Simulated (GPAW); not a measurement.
## Quasiparticle gap of Ga2O3 (R-3c) in GPAW

Aim: the G0W0 gap of Ga2O3 (R-3c) on PBE, step by step.

Program: GPAW 26.7.0. Level of theory: PBE and many-body steps on it, plane waves. Results are calculated unless marked as measured.

**What was measured.**

- Gap 5.3 eV: direct optical gap from Tauc plot, upper end of the 5.1-5.3 eV range over the samples; UV-visible transmission; film (mist-CVD epitaxial films grown with different carrier gases) on Al2O3 (0001) (“Influence of Carrier Gases on the Quality of Epitaxial Corundum-Structured α-Ga2O3 Films Grown by Mist Chemical Vapor Deposition Method”, 2019, pmc:6888560).

- Gap 5.04 eV: direct optical gap from Tauc plot; UV-vis transmittance, Tauc plot; film on Al2O3 (“Ti Alloyed α-Ga2O3: Route towards Wide Band Gap Engineering”, 2020, pmc:7766553).

- Gap 5.6 eV: direct band-to-band gap from Tauc plot; UV-Vis absorption, Tauc plot; film (163 nm mist CVD film on c-plane sapphire) on Al2O3 (sapphire) (“Optical properties of mist CVD grown alpha-Ga2O3”, 2019, arxiv:1907.13072).

- Gap 5.2 eV: optical gap from Tauc plot assuming direct gap; largest value, film grown at 250 C; UV-vis transmittance/reflectance, Tauc plot; film on c-plane sapphire (“Low temperature growth and optical properties of alpha-Ga2O3 deposited on sapphire by plasma enhanced atomic layer deposition”, 2019, arxiv:1908.06914).

- Gap 5.15 eV: optical gap from Tauc plot assuming direct gap; lower end of the 5.15-5.20 eV range for alpha-phase films; UV-vis transmittance/reflectance, Tauc plot; film on c-plane sapphire (“Low temperature growth and optical properties of alpha-Ga2O3 deposited on sapphire by plasma enhanced atomic layer deposition”, 2019, arxiv:1908.06914).

This is a selection; 1 further report is not listed.

## Step 1: Set-up

Symmetry: R-3c, No. 167, trigonal system. The conventional cell has a = 4.997 Å, b = 4.997 Å, c = 13.451 Å, α = 90.00°, β = 90.00°, γ = 120.00°. Nearest to Ga lie 6 O at 1.93 to 2.08 Å. Nearest to O lie 4 Ga at 1.93 to 2.08 Å. Farther neighbours and most contacts between anions are not listed.

The cell and positions are those that the Materials Project relaxed with its own functionals (PBE, PBE+U or r2SCAN), kept fixed. This is not the form that Ga2O3 usually takes at ambient conditions.

## Step 2: Ground state

This step: GPAW 26.7.0; DFT, PBE, plane waves, PAW.

The ground-state density comes first.

The input, run.py:

```python
import json
import numpy as np
from gpaw.mpi import world
from ase import Atoms
from gpaw import GPAW, PW, FermiDirac

atoms = Atoms(['Ga', 'Ga', 'Ga', 'Ga', 'O', 'O', 'O', 'O', 'O', 'O'],
    cell=[[2.4986991939, 1.4426246522, 4.4835497685],
      [-2.4986991939, 1.4426246522, 4.4835497685],
      [0.0000000000, -2.8852493044, 4.4835497685]],
    scaled_positions=[[0.8555855800, 0.8555855800, 0.8555855800],
      [0.6444144200, 0.6444144200, 0.6444144200],
      [0.1444144200, 0.1444144200, 0.1444144200],
      [0.3555855800, 0.3555855800, 0.3555855800],
      [0.7500000000, 0.4468328200, 0.0531671800],
      [0.4468328200, 0.0531671800, 0.7500000000],
      [0.0531671800, 0.7500000000, 0.4468328200],
      [0.2500000000, 0.5531671800, 0.9468328200],
      [0.9468328200, 0.2500000000, 0.5531671800],
      [0.5531671800, 0.9468328200, 0.2500000000]],
    pbc=(True, True, True))
calc = GPAW(mode=PW(600),
    xc='PBE',
    kpts={'size': (6, 6, 6), 'gamma': True},
    occupations=FermiDirac(0.001),
    nbands=-11,
    convergence={'density': 1e-6, 'bands': -3},
    maxiter=100,
    txt='gs.txt')
atoms.calc = calc
res = {'energy': atoms.get_potential_energy()}
kpts = calc.get_ibz_k_points()
res['kpts'] = kpts
res['eigenvalues'] = [calc.get_eigenvalues(kpt=k) for k in range(len(kpts))]
res['n_electrons'] = calc.get_number_of_electrons()
calc.write('gs.gpw')

if world.rank == 0:
    with open('result.json', 'w') as f:
        json.dump(res, f, default=lambda x: x.tolist())
```

On the command line:

```sh
$ mpirun -n 8 gpaw python run.py
```

Numbers of over 12 decimals in the logs are rounded to 6 here.

The program printed:

```text
__  _  _
 | _ |_)|_||  |
 |__||  | ||/\| - 26.7.0

Input parameters:
  mode=PW(ecut=600.0),
  convergence={'density': 1e-06, 'bands': -3},
  kpts=MonkhorstPack(size=(6, 6, 6), gamma=True),
  maxiter=100,
  nbands=-11,
  occupations=Occupations(name='fermi-dirac', width=0.001, fixmagmom=False),
  xc=XC(name='PBE')
  [... matrices ...]
Diagonalizing LCAO Hamiltonian
Converting LCAO to pw mode

            Ga

          O Ga
                O
         O
               O
        O
            GaO

            Ga

Atoms  # Å, Bohr magnetons
|   | symbol |         x |         y |         z |    initial magnetic moments |
| 0 |     Ga |  0.000000 |  0.000000 | 11.508182 | ( 0.0000,  0.0000,  0.0000) |
| 1 |     Ga | -0.000000 |  0.000000 |  8.667792 | ( 0.0000,  0.0000,  0.0000) |
| 2 |     Ga | -0.000000 |  0.000000 |  1.942468 | ( 0.0000,  0.0000,  0.0000) |
| 3 |     Ga |  0.000000 | -0.000000 |  4.782857 | ( 0.0000,  0.0000,  0.0000) |
| 4 |      O |  0.757524 |  1.573180 |  5.604437 | ( 0.0000,  0.0000,  0.0000) |
| 5 |      O |  0.983652 | -1.442625 |  5.604437 | ( 0.0000,  0.0000,  0.0000) |
| 6 |      O | -1.741176 | -0.130555 |  5.604437 | ( 0.0000,  0.0000,  0.0000) |
| 7 |      O | -0.757524 | -1.573180 |  7.846212 | ( 0.0000,  0.0000,  0.0000) |
| 8 |      O |  1.741176 |  0.130555 |  7.846212 | ( 0.0000,  0.0000,  0.0000) |
| 9 |      O | -0.983652 |  1.442625 |  7.846212 | ( 0.0000,  0.0000,  0.0000) |

Unit cell  # Å
| periodic |         x |         y |        z |  lengths |    angles |
|      yes |  2.498699 |  1.442625 | 4.483550 | 5.331687 | 55.893505 |
|      yes | -2.498699 |  1.442625 | 4.483550 | 5.331687 | 55.893505 |
|      yes |  0.000000 | -2.885249 | 4.483550 | 5.331687 | 55.893505 |

Number of symmetries: 6
Symmetry operations  # r_c * U_cc + t_c -> r_c
|   | kind |            matrix            |
| 0 |  E   |  1, 0, 0,  0, 1, 0,  0, 0, 1 |
| 1 |  C3  |  0, 1, 0,  0, 0, 1,  1, 0, 0 |
| 2 |  C3  |  0, 0, 1,  1, 0, 0,  0, 1, 0 |
| 3 |  S6  |  0, 0,-1, -1, 0, 0,  0,-1, 0 |
| 4 |  S6  |  0,-1, 0,  0, 0,-1, -1, 0, 0 |
| 5 |  i   | -1, 0, 0,  0,-1, 0,  0, 0,-1 |

BZ-sampling:
  Number of BZ points: 216
  Number of IBZ points: 40

  Monkhorst-Pack size: [6, 6, 6]
  Monkhorst-Pack shift: [0.083333, 0.083333, 0.083333]

K-points  # in reciprocal-cell coordinates
|     |                                coordinates |     weight |
|   0 | (  0.00000000,   0.00000000,   0.00000000) | 0.00462963 |
|   1 | (  0.16666667,   0.00000000,  -0.16666667) | 0.02777778 |
|   2 | (  0.16666667,   0.00000000,   0.00000000) | 0.02777778 |
|   3 | (  0.16666667,   0.16666667,  -0.16666667) | 0.02777778 |
|   4 | (  0.16666667,   0.16666667,   0.00000000) | 0.02777778 |
|   5 | (  0.16666667,   0.16666667,   0.16666667) | 0.00925926 |
|   6 | (  0.33333333,  -0.16666667,  -0.33333333) | 0.02777778 |
|   7 | (  0.33333333,  -0.16666667,  -0.16666667) | 0.02777778 |
|   8 | (  0.33333333,  -0.16666667,   0.00000000) | 0.02777778 |
|   9 | (  0.33333333,  -0.16666667,   0.16666667) | 0.02777778 |
| ... |                                            |            |
|  39 | (  0.50000000,   0.50000000,   0.50000000) | 0.00462963 |

Plane wave coefficients: 3262
Cutoff: 600.0 eV

Spin-components: 1 (collinear spins)
Bands:           35
Projectors:      50
Spin-degeneracy: 2
Datatype:        complex128

  Storage: CPU
  Wave functions: 72_822_400 bytes (9_102_800 per core)
  Projectors: 60_338_560 bytes (7_542_320 per core)
  [... matrices ...]
Parallelization:
  kpt:    8
  domain: 1
  band:   1

Density:
  Valence electrons: 48.0
  Components: 1
  Grid points: [32 32 32]
  Charge: 0.0  # |e|

Potential:
  Grid points: [32 32 32]

species:
  Ga:
    name:    Gallium
    Z:       31.0
    valence: 3
    core:    28
    charge:  0.0  # [|e|]
    compensation charges:
      type: gauss
      rc: 0.37  # [Å]
      lmax: 2
    cutoffs:
      filter: 2.06  # [Å]
      core: 4.17  # [Å]
    projectors
    | kind |    occ | energy [eV] | rcut [Å] |
    |   4s |  2.000 |      -8.945 |    1.164 |
    |   4p |  1.000 |      -2.580 |    1.164 |
    |    s |        |      18.266 |    1.164 |
    |    p |        |      24.631 |    1.164 |
    |    d |        |       0.000 |    1.164 |

    Using partial waves for Ga as LCAO basis

  O:
    name:    Oxygen
    Z:       8.0
    valence: 6
    core:    2
    charge:  0.0  # [|e|]
    compensation charges:
      type: gauss
      rc: 0.21  # [Å]
      lmax: 2
    cutoffs:
      filter: 1.17  # [Å]
      core: 0.83  # [Å]
    projectors
    | kind |    occ | energy [eV] | rcut [Å] |
    |   2s |  2.000 |     -23.961 |    0.688 |
    |   2p |  4.000 |      -9.029 |    0.598 |
    |    s |        |       3.251 |    0.688 |
    |    p |        |      18.182 |    0.598 |
    |    d |        |       0.000 |    0.619 |

    Using partial waves for O as LCAO basis

Reference energy: -223783.799923  # eV

eigensolver:
  PPCG
  Converge bands: -3
  niter=2

density mixing:
  MSR1-Mixer
  Pratt-step length: 0.05
  Maximum mixing coefficient: 0.75
  Old densities: 10
  SVD Regularization: 0.005
  Good broyden scale: 1.0
  Trust region scale: 1.0
  Backstep threshold: 4.0
  History deletion threshold: 6.0
  Fourier metric: weight=20.0, sigma=0.015

occupation numbers:
  Fermi-Dirac:
    width: 0.0010  # eV

poisson solver:
  ecut: 4800.0  # eV

xc functional:
  name: PBE with 2 nearest neighbor stencil

Initialization done in: 7.719 s

convergence criteria:
- Maximum integral of absolute [dens]ity change: 1e-06 electrons / valence electron
- Maximum [total energy] change in last 3 cyles: 0.0005 eV / valence electron
- Maximum integral of absolute [eigenst]ate change: 4e-08 eV^2 / valence electron
maximum number of iterations: 100

SCF iterations
|iter     |     time |      energy | eigst |  dens |
|iter:   1|  |  -68.299938 | +0.28 |       |
|iter:   2|  |  -66.183239 | -1.02 | -0.68 |
|iter:   3|  |  -60.234120 | -0.38 | -0.74 |
|iter:   4|  |  -60.237656 | -1.97 | -1.35 |
|iter:   5|  |  -60.246828c| -2.39 | -1.64 |
|iter:   6|  |  -60.247264c| -2.83 | -2.68 |
|iter:   7|  |  -60.247312c| -3.34 | -3.24 |
|iter:   8|  |  -60.247312c| -3.48 | -4.24 |
|iter:   9|  |  -60.247312c| -3.94 | -4.78 |
|iter:  10|  |  -60.247312c| -4.12 | -5.61 |
|iter:  11|  |  -60.247312c| -4.49 | -6.18c|
|iter:  12|  |  -60.247312c| -4.70 | -6.78c|
|iter:  13|  |  -60.247312c| -5.20 | -7.50c|
|iter:  14|  |  -60.247312c| -5.30 | -8.07c|
|iter:  15|  |  -60.247312c| -5.89 | -8.67c|
|iter:  16|  |  -60.247312c| -6.14 | -9.55c|
|iter:  17|  |  -60.247312c| -6.56 |-10.05c|
|iter:  18|  |  -60.247312c| -6.96 |-10.82c|
|iter:  19|  |  -60.247312c| -7.22 |-10.97c|
|iter:  20|  |  -60.247312c| -7.52c|-11.48c|

Converged in 20 steps
SCF loop duration: 50.737 s (2.537 s/step)
Energy contributions relative to reference atoms: (reference = -223783.799923)
  [... matrices ...]
Energy contributions:
  Kinetic:         129.749234
  Coulomb:        -112.988070
  Zero:              1.311150
  External:          0.000000
  Xc:              -78.319626
  Entropy:          -0.000000
  Spinorbit:         0.000000
  ----------------------------
  Free energy:     -60.247312
  Extrapolated:    -60.247312

dipole moment: (0.000000, -0.000000, -0.000385)  # |e|*Ang

Fermi level: 8.038
Eigenvalues  # (at kpt = [0.000, 0.000, 0.000])
| band index |      eig [eV] | occ [0-2] |
|          0 |       -13.254 |     2.000 |
|        ... |               |           |
|         16 |         4.618 |     2.000 |
|         17 |         5.087 |     2.000 |
|         18 |         5.087 |     2.000 |
|         19 |         5.300 |     2.000 |
|         20 |         5.300 |     2.000 |
|         21 |         5.387 |     2.000 |
|         22 |         5.442 |     2.000 |
|         23 |         5.442 |     2.000 |
|         24 |         8.469 |     0.000 |
[...]
|         28 |        15.831 |     0.000 |
|         29 |        15.831 |     0.000 |
|         30 |        15.959 |     0.000 |
|         31 |        16.647 |     0.000 |
|        ... |               |           |
|         34 |        18.039 |     0.000 |

Gap: 2.799 eV
Transition (v -> c):
  (s=0, k=1, n=23, [0.17, 0.00, -0.17]) -> (s=0, k=0, n=24, [0.00, 0.00, 0.00])
Direct/indirect transitions are different
Direct gap: 3.027 eV
Transition at: (s=0, k=0, n=23, [0.00, 0.00, 0.00])
# Writing to gs.gpw (mode='')
  [... matrices ...]
```

Wall time 62 s (8 MPI ranks of AMD EPYC 7571, shared host); peak memory 1.8 GiB; 8.2 min of CPU time.

This step gave:

```yaml
total_energy: -60.2473 eV
gap: 2.799 eV
k_of_the_valence_top: 0.1667, 0, -0.1667
k_of_the_conduction_bottom: 0, 0, 0
least_direct_gap: 3.027 eV
```

The gap is indirect, with the least direct gap 0.23 eV higher.

## Step 3: Empty states on the mesh, 4×4×4 mesh, 167 bands

The sums over transitions need many empty states on a uniform mesh; this step solves for them.

The input, run.py:

```python
import json
import numpy as np
from gpaw.mpi import world
from gpaw import GPAW

calc = GPAW('gs.gpw').fixed_density(kpts={'size': (4, 4, 4), 'gamma': True},
    nbands=194,
    convergence={'bands': 167},
    txt='nscf.txt')
calc.write('full.gpw', mode='all')
res = {}
kpts = calc.get_ibz_k_points()
res['kpts'] = kpts
res['eigenvalues'] = [calc.get_eigenvalues(kpt=k) for k in range(len(kpts))]
res['n_electrons'] = calc.get_number_of_electrons()

if world.rank == 0:
    with open('result.json', 'w') as f:
        json.dump(res, f, default=lambda x: x.tolist())
```

On the command line:

```sh
$ mpirun -n 8 gpaw python run.py
```

The program printed:

```text
Diagonalizing LCAO Hamiltonian
Converting LCAO to pw mode
convergence criteria:
- Maximum integral of absolute [eigenst]ate change: 4e-08 eV^2 / valence electron
maximum number of iterations: 100

SCF iterations
|iter     |     time |      energy | eigst |  dens |
|iter:   1|  |             | +4.11 |       |
|iter:   2|  |             | +2.90 |       |
|iter:   3|  |             | +1.83 |       |
[...]
|iter:  12|  |             | -6.43 |       |
|iter:  13|  |             | -6.95 |       |
|iter:  14|  |             | -7.51c|       |
SCF steps: 14
  __  _  _
 | _ |_)|_||  |
 |__||  | ||/\| - 26.7.0

Input parameters:
  mode=PW(ecut=600.0),
  convergence={'bands': 167},
  gpts=array([32, 32, 32]),
  kpts=MonkhorstPack(size=(4, 4, 4), gamma=True),
  maxiter=100,
  nbands=194,
  occupations=Occupations(name='fermi-dirac', width=0.001, fixmagmom=False),
  parallel={},
  xc=XC(name='PBE')
# Writing to full.gpw (mode='all')
  [... matrices ...]

timing:  # [seconds]
  Total: 0.231  # ━━━━━━━━━━━━━━━━━━━━━━━━━━━━━━━━━━━━━━━━━━━━━━━━━━━━━━━━━━━
```

The job ended after 87 s (8 MPI ranks; peak memory 2.2 GiB; 12 min of CPU time).

This step gave:

- gap: 2.845 eV
- k of the valence top: 0.25, 0, 0
- k of the conduction bottom: 0, 0, 0
- least direct gap: 3.027 eV
- k points computed: 14
- lowest point of the top converged band, above the valence top: 65.1274 eV

On this mesh the gap is 2.845 eV. The earlier step found 2.799 eV, so this mesh misses an edge.

(Part 1 of 2 ends here.)

[Paths, hosts, dates, memory and timing lines, banners, echoed tables and standing remarks are left out of the program output.]

[Logs are printed without paths, hosts, clocks, repeated set-up lines and the standing remarks that a program may print on its own settings, such as how far it seeks lower states.]

[Runs of the session that timed out or met a known fault of the program may be left out.]

[Hosts, paths, dates, database ids (printed as entryN), source tags and the programs' standing remarks are cut or masked in the printed files.]
